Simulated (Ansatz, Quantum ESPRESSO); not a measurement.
# Be3Sn (Pm-3m): zone-centre phonons

Aim: the zone-centre modes of Be3Sn (Pm-3m).

Program: Quantum ESPRESSO 7.5. Level of theory: DFT PBE, scalar-relativistic, plane waves, PseudoDojo norm-conserving pseudopotentials. Results are calculated unless marked as measured.

The structure was built from a prototype and need not be the compound's stable phase.

### Step 1. The structure

It takes space group Pm-3m (No. 221, cubic). Conventional cell: a = 3.682 Å, b = 3.682 Å, c = 3.682 Å, α = 90.00°, β = 90.00°, γ = 90.00°. Nearest to Sn lie 12 Be at 2.60 Å. Be has 4 Sn at 2.60 Å and 8 Be at 2.60 Å nearest. Farther neighbours are not listed.

### Step 2. A first look

Before anything dear is run, a loose run with smearing shows whether this is a metal and how far the cell is from rest.

File probe.in:

```
 &control
    calculation='scf',
    prefix='x',
    outdir='./tmp',
    pseudo_dir='./pseudo',
    tprnfor=.true.,
    tstress=.true.,
    verbosity='high',
 /
 &system
    ibrav=0,
    nat=4,
    ntyp=2,
    ecutwfc=88.0,
    occupations='smearing',
    smearing='gaussian',
    degauss=0.01,
 /
 &electrons
    conv_thr=1.0d-07,
    mixing_beta=0.7,
    electron_maxstep=100,
 /
ATOMIC_SPECIES
 Sn    118.7100  Sn.upf
 Be      9.0122  Be.upf
CELL_PARAMETERS angstrom
     3.682065630    0.000000000    0.000000000
     0.000000000    3.682065630    0.000000000
     0.000000000    0.000000000    3.682065630
ATOMIC_POSITIONS crystal
 Sn     0.000000000   0.000000000   0.000000000
 Be     0.000000000   0.500000000   0.500000000
 Be     0.500000000   0.000000000   0.500000000
 Be     0.500000000   0.500000000   0.000000000
K_POINTS automatic
 6 6 6 0 0 0
```

Launch:

```console
$ OMP_NUM_THREADS=1 mpirun -n 4 pw.x -nk 4 -in probe.in > probe.out
```

Output:

```text
[banners, grids, parts of the stress and lines that vanish by symmetry left out]
Program PWSCF v.7.5
     Message from routine setup:
     using ibrav=0 with symmetry is DISCOURAGED, use correct ibrav instead
[...]
kinetic-energy cutoff     =      88.0000  Ry
     charge density cutoff     =     352.0000  Ry
     scf convergence threshold =      1.0E-07
[...]
Exchange-correlation= PBE
                           (   1   4   3   4   0   0   0)
[...]
48 Sym. Ops., with inversion, found
[...]
(     0          1          0      )
                  (     0          0          1      )
[...]
(  0.0000000  1.0000000  0.0000000 )
                  (  0.0000000  0.0000000  1.0000000 )
[...]
(     0         -1          0      )
                  (     0          0          1      )
[...]
(     1          0          0      )
[...]
( -1.0000000  0.0000000  0.0000000 )
                  (  0.0000000  1.0000000  0.0000000 )
[...]
number of k points=    20  Gaussian smearing, width (Ry)=  0.0100
[...]
End of self-consistent calculation
[...]
the Fermi energy is    10.8024 ev
!    total energy              =    -241.16545616 Ry
[...]
convergence has been achieved in   6 iterations
[...]
atom    1 type  1   force =     0.00000000    0.00000000    0.00000000
     atom    2 type  2   force =     0.00000000    0.00000000    0.00000000
     atom    3 type  2   force =     0.00000000    0.00000000    0.00000000
     atom    4 type  2   force =     0.00000000    0.00000000    0.00000000
[...]
Total force =     0.000000     Total SCF correction =     0.000000
[...]
total   stress  (Ry/bohr**3)                   (kbar)     P=       41.31
[...]
XML data file, charge density, pseudopotentials, collected wavefunctions

   JOB DONE.
```

Run time: 6.3 s. Hardware: 4 MPI ranks of Arm Neoverse V1, shared host.

Numbers from this step:

- volume per atom: 12.48 Å³
- pressure: 4.131 GPa
- gap on the k-mesh: 0 eV

No gap opens on this mesh, so smearing is kept; the start stands at 4.1 GPa.

### Step 3. Relaxation

The relaxation runs at a cutoff a fifth above that of the response, since stress converges more slowly with the basis than frequencies do. Forces and stress are brought to rest with tight thresholds.

File relax.in:

```
 &control
    calculation='vc-relax',
    prefix='x',
    outdir='./tmp',
    pseudo_dir='./pseudo',
    tprnfor=.true.,
    tstress=.true.,
    forc_conv_thr=2.0d-05,
    etot_conv_thr=1.0d-07,
    nstep=40,
 /
 &system
    ibrav=0,
    nat=4,
    ntyp=2,
    ecutwfc=106,
    occupations='smearing',
    smearing='mv',
    degauss=0.02,
 /
 &electrons
    conv_thr=1.0d-11,
    mixing_beta=0.7,
    electron_maxstep=100,
 /
 &ions
 /
 &cell
    press_conv_thr=0.2,
 /
ATOMIC_SPECIES
 Sn    118.7100  Sn.upf
 Be      9.0122  Be.upf
CELL_PARAMETERS angstrom
     3.682065630    0.000000000    0.000000000
     0.000000000    3.682065630    0.000000000
     0.000000000    0.000000000    3.682065630
ATOMIC_POSITIONS crystal
 Sn     0.000000000   0.000000000   0.000000000
 Be     0.000000000   0.500000000   0.500000000
 Be     0.500000000   0.000000000   0.500000000
 Be     0.500000000   0.500000000   0.000000000
K_POINTS automatic
 8 8 8 0 0 0
```

Launch:

```console
$ OMP_NUM_THREADS=1 mpirun -n 4 pw.x -nk 4 -in relax.in > relax.out
```

Output:

```text
[banners, grids, parts of the stress and lines that vanish by symmetry left out]
[banner, memory and clock lines left out]
Program PWSCF v.7.5

[...]
kinetic-energy cutoff     =     106.0000  Ry
     charge density cutoff     =     424.0000  Ry
     scf convergence threshold =      1.0E-11
[...]
energy convergence thresh.=      1.0E-07
     force convergence thresh. =      2.0E-05
     press convergence thresh. =      2.0E-01
     Exchange-correlation= PBE
                           (   1   4   3   4   0   0   0)
[...]
48 Sym. Ops., with inversion, found
[...]
number of k points=    35  Marzari-Vanderbilt smearing, width (Ry)=  0.0200
[...]
End of self-consistent calculation
[...]
the Fermi energy is    10.8564 ev
!    total energy              =    -241.16631078 Ry
[...]
convergence has been achieved in   9 iterations
[...]
atom    1 type  1   force =     0.00000000    0.00000000    0.00000000
     atom    2 type  2   force =     0.00000000    0.00000000    0.00000000
     atom    3 type  2   force =     0.00000000    0.00000000    0.00000000
     atom    4 type  2   force =     0.00000000    0.00000000    0.00000000
     Total force =     0.000000     Total SCF correction =     0.000000
[...]
total   stress  (Ry/bohr**3)                   (kbar)     P=       44.08
[...]
number of bfgs steps    =   0
[...]
CELL_PARAMETERS (angstrom)
[...]
ATOMIC_POSITIONS (crystal)
Sn               0.0000000000        0.0000000000        0.0000000000
Be               0.0000000000        0.5000000000        0.5000000000
Be               0.5000000000        0.0000000000        0.5000000000
Be               0.5000000000        0.5000000000        0.0000000000
[...]
New effective cutoffs (rho, wfc):  416.13  104.41
[...]
End of self-consistent calculation
[...]
the Fermi energy is    10.5568 ev
!    total energy              =    -241.16797791 Ry
[...]
convergence has been achieved in   7 iterations
[...]
atom    1 type  1   force =     0.00000000    0.00000000    0.00000000
     atom    2 type  2   force =     0.00000000    0.00000000    0.00000000
     atom    3 type  2   force =     0.00000000    0.00000000    0.00000000
     atom    4 type  2   force =     0.00000000    0.00000000    0.00000000
     Total force =     0.000000     Total SCF correction =     0.000000
[...]
total   stress  (Ry/bohr**3)                   (kbar)     P=       20.66
[...]
number of bfgs steps    =   1
[...]
CELL_PARAMETERS (angstrom)
[...]
ATOMIC_POSITIONS (crystal)
[...]
New effective cutoffs (rho, wfc):  410.57  103.01
[...]
End of self-consistent calculation
[...]
the Fermi energy is    10.2920 ev
!    total energy              =    -241.16849285 Ry
[...]
convergence has been achieved in   8 iterations
[...]
atom    1 type  1   force =     0.00000000    0.00000000    0.00000000
     atom    2 type  2   force =     0.00000000    0.00000000    0.00000000
     atom    3 type  2   force =     0.00000000    0.00000000    0.00000000
     atom    4 type  2   force =     0.00000000    0.00000000    0.00000000
     Total force =     0.000000     Total SCF correction =     0.000000
[...]
total   stress  (Ry/bohr**3)                   (kbar)     P=        1.25
[...]
number of bfgs steps    =   2
[...]
CELL_PARAMETERS (angstrom)
[...]
ATOMIC_POSITIONS (crystal)
[...]
New effective cutoffs (rho, wfc):  410.21  102.92
[...]
End of self-consistent calculation
[...]
the Fermi energy is    10.2749 ev
!    total energy              =    -241.16849487 Ry
[...]
convergence has been achieved in   6 iterations
[...]
atom    1 type  1   force =     0.00000000    0.00000000    0.00000000
     atom    2 type  2   force =     0.00000000    0.00000000    0.00000000
     atom    3 type  2   force =     0.00000000    0.00000000    0.00000000
     atom    4 type  2   force =     0.00000000    0.00000000    0.00000000
     Total force =     0.000000     Total SCF correction =     0.000000
[...]
total   stress  (Ry/bohr**3)                   (kbar)     P=        0.04
[...]
number of bfgs steps    =   3
[...]
small trust_radius: resetting bfgs history
[...]
CELL_PARAMETERS (angstrom)
[...]
ATOMIC_POSITIONS (crystal)
[...]
New effective cutoffs (rho, wfc):  410.20  102.92
[...]
End of self-consistent calculation
[...]
the Fermi energy is    10.2747 ev
!    total energy              =    -241.16849487 Ry
[...]
convergence has been achieved in   3 iterations
[...]
atom    1 type  1   force =     0.00000000    0.00000000    0.00000000
     atom    2 type  2   force =     0.00000000    0.00000000    0.00000000
     atom    3 type  2   force =     0.00000000    0.00000000    0.00000000
     atom    4 type  2   force =     0.00000000    0.00000000    0.00000000
     Total force =     0.000000     Total SCF correction =     0.000000
[...]
total   stress  (Ry/bohr**3)                   (kbar)     P=        0.02
[...]
bfgs converged in   5 scf cycles and   4 bfgs steps
[...]
End of BFGS Geometry Optimization
     Final enthalpy           =    -241.1684948742 Ry
     File ./tmp/x.bfgs deleted, as requested
[...]
CELL_PARAMETERS (angstrom)
[...]
ATOMIC_POSITIONS (crystal)
[...]
Be               0.5000000000        0.0000000000        0.5000000000
Be               0.5000000000        0.5000000000        0.0000000000
[...]
Final scf calculation at the relaxed structure.
[...]
kinetic-energy cutoff     =     106.0000  Ry
     charge density cutoff     =     424.0000  Ry
     scf convergence threshold =      1.0E-13
[...]
press convergence thresh. =      2.0E-01
     Exchange-correlation= PBE
                           (   1   4   3   4   0   0   0)
[...]
48 Sym. Ops., with inversion, found
[...]
number of k points=    35  Marzari-Vanderbilt smearing, width (Ry)=  0.0200
[...]
c_bands:  1 eigenvalues not converged
     c_bands:  1 eigenvalues not converged
[...]
End of self-consistent calculation
[...]
the Fermi energy is    10.2747 ev
!    total energy              =    -241.16850545 Ry
[...]
convergence has been achieved in  11 iterations
[...]
atom    1 type  1   force =     0.00000000    0.00000000    0.00000000
     atom    2 type  2   force =     0.00000000    0.00000000    0.00000000
     atom    3 type  2   force =     0.00000000    0.00000000    0.00000000
     atom    4 type  2   force =     0.00000000    0.00000000    0.00000000
     Total force =     0.000000     Total SCF correction =     0.000000
[...]
total   stress  (Ry/bohr**3)                   (kbar)     P=        0.02
[...]
XML data file, charge density, pseudopotentials, collected wavefunctions
```

It took 69 s on 4 MPI ranks.

Relaxation path:

```
step  energy less that of the first step (eV)  largest force (eV/Å)  pressure (GPa)  volume (Å³)
   1                                   0.0000                0.0000            4.41        49.92
   2                                  -0.0227                0.0000            2.07        51.05
   3                                  -0.0297                0.0000            0.12        52.09
   4                                  -0.0297                0.0000            0.00        52.16
   5                                  -0.0297                0.0000            0.00        52.16
   6                                  -0.0299                0.0000            0.00        52.16
```

```
conventional cell, symmetrised  before  after  change
                         a (Å)   3.682  3.736  +1.5 %
                         b (Å)   3.682  3.736  +1.5 %
                         c (Å)   3.682  3.736  +1.5 %
              volume (Å³/atom)   12.48  13.04  +4.5 %
```

Final coordinates:

```cif
data_structure
_symmetry_space_group_name_H-M 'P 1'
_symmetry_Int_Tables_number 1
_cell_length_a 3.7363
_cell_length_b 3.7363
_cell_length_c 3.7363
_cell_angle_alpha 90.000
_cell_angle_beta 90.000
_cell_angle_gamma 90.000
_cell_volume 52.16
loop_
_atom_site_label
_atom_site_type_symbol
_atom_site_fract_x
_atom_site_fract_y
_atom_site_fract_z
_atom_site_occupancy
Sn1 Sn 0.00000 0.00000 0.00000 1
Be2 Be 0.00000 0.50000 0.50000 1
Be3 Be 0.50000 0.00000 0.50000 1
Be4 Be 0.50000 0.50000 0.00000 1
```

The last row of the table of steps is pw.x's closing run on a basis chosen anew for the final cell, so its energy can jump.

This step gave:

| Item | Value |
| --- | --- |
| volume per atom | 13.04 Å³ |
| pressure | 0.002 GPa |

The volume changes by +4.5 % from the cell with which this run began.

### Step 4. Self-consistent run for the response

The response is built on this ground state, so it is converged far tighter than an energy would need. Smearing stays on, as the first look found no gap above 0.3 eV.

File scf.in:

```
 &control
    calculation='scf',
    prefix='x',
    outdir='./tmp',
    pseudo_dir='./pseudo',
    tprnfor=.true.,
    tstress=.true.,
 /
 &system
    ibrav=0,
    nat=4,
    ntyp=2,
    ecutwfc=88.0,
    occupations='smearing',
    smearing='mv',
    degauss=0.02,
 /
 &electrons
    conv_thr=1.0d-12,
    mixing_beta=0.7,
    electron_maxstep=100,
 /
ATOMIC_SPECIES
 Sn    118.7100  Sn.upf
 Be      9.0122  Be.upf
CELL_PARAMETERS angstrom
     3.736334966    0.000000000    0.000000000
     0.000000000    3.736334966    0.000000000
     0.000000000    0.000000000    3.736334966
ATOMIC_POSITIONS crystal
 Sn     0.000000000   0.000000000   0.000000000
 Be     0.000000000   0.500000000   0.500000000
 Be     0.500000000   0.000000000   0.500000000
 Be     0.500000000   0.500000000   0.000000000
K_POINTS automatic
 8 8 8 0 0 0
```

Launch:

```console
$ OMP_NUM_THREADS=1 mpirun -n 4 pw.x -nk 4 -in scf.in > scf.out
```

Output:

```text
[banners, grids, parts of the stress and lines that vanish by symmetry left out]
[banner, memory and clock lines left out]
Program PWSCF v.7.5

[...]
kinetic-energy cutoff     =      88.0000  Ry
     charge density cutoff     =     352.0000  Ry
     scf convergence threshold =      1.0E-12
[...]
Exchange-correlation= PBE
                           (   1   4   3   4   0   0   0)
[...]
48 Sym. Ops., with inversion, found
[...]
number of k points=    35  Marzari-Vanderbilt smearing, width (Ry)=  0.0200
[...]
End of self-consistent calculation
[...]
the Fermi energy is    10.2747 ev
!    total energy              =    -241.16845784 Ry
[...]
convergence has been achieved in   9 iterations
[...]
atom    1 type  1   force =     0.00000000    0.00000000    0.00000000
     atom    2 type  2   force =     0.00000000    0.00000000    0.00000000
     atom    3 type  2   force =     0.00000000    0.00000000    0.00000000
     atom    4 type  2   force =     0.00000000    0.00000000    0.00000000
     Total force =     0.000000     Total SCF correction =     0.000000
[...]
total   stress  (Ry/bohr**3)                   (kbar)     P=       -0.09
[...]
XML data file, charge density, pseudopotentials, collected wavefunctions
```

The job ended after 14 s (4 MPI ranks; 57 s of CPU time).

Numbers from this step:

| Quantity | Value |
| --- | --- |
| pressure | -0.009 GPa |

The cell stands at -0.009 GPa, close enough for phonons.

[end of part 1 of 3]

[Host names and launcher messages were left out of these logs when they were recorded.]

[Logs are printed without paths, hosts, clocks, repeated set-up lines and the standing remarks that a program may print on its own settings, such as how far it seeks lower states.]

[Hosts, paths, dates, database ids (printed as entryN), source tags and the programs' standing remarks are cut or masked in the printed files.]
